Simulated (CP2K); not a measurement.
Consider 5-trifluoromethylpyrimidine at its PBE geometry (Å).

```xyz
13

F     2.3370   -1.3045    0.0439
C     1.8820   -0.0179    0.0472
F     2.4253    0.5979   -1.0454
F     2.4236    0.5986    1.1336
C     0.3777    0.0128    0.0286
C    -0.3326   -1.0023   -0.6216
N    -1.6705   -1.0141   -0.6746
C    -2.2861    0.0162   -0.0665
N    -1.7129    1.0434    0.5828
C    -0.3702    1.0316    0.6243
H     0.1890   -1.8306   -1.1051
H    -3.3779    0.0162   -0.1032
H     0.1155    1.8528    1.1560
```

Method: CP2K XAS_TDP, all-electron GAPW, PBEh(45%), aug-cc-pVDZ, TDA, no relativity.

**Question.** Where do the N K-edge lines lie, and how strong are they?

Leading lines: N7 394.87 eV. The leading line of an atom is its first one with 35 % of the strongest within 2.5 eV of its lowest line over the strength cut. 

The first six lines of each atom with a strength over 0.0015:

```csv
atom,energy (eV),states,"strength, one atom"
N7 (bonded to 2 C),394.87,1,0.0506
,400.76,1,0.0048
,400.82,1,0.0018
,401.55,1,0.0040
,402.60,2,0.0146
,402.78,1,0.0016
```

Lines are vertical, at one geometry, with no vibrational structure. Without a correction of the core level, line positions, and the gaps between valence and Rydberg lines, follow the share of exact exchange. At this level such K lines come out 3 to 6 eV under measured ones. Atoms with the same bonds but other surroundings in this conformer are left out. These values hold no scalar relativity, about 0.2 eV for N 1s. Rydberg lines, and the discretised continuum above threshold, depend on the basis and the box.

[Banner, clock and machine lines of the logs are left out without a mark of their own.]

[Logs are printed without paths, hosts, clocks, repeated set-up lines and the standing remarks that a program may print on its own settings, such as how far it seeks lower states.]

[Hosts, paths, dates, database ids (printed as entryN), source tags and the programs' standing remarks are cut or masked in the printed files.]
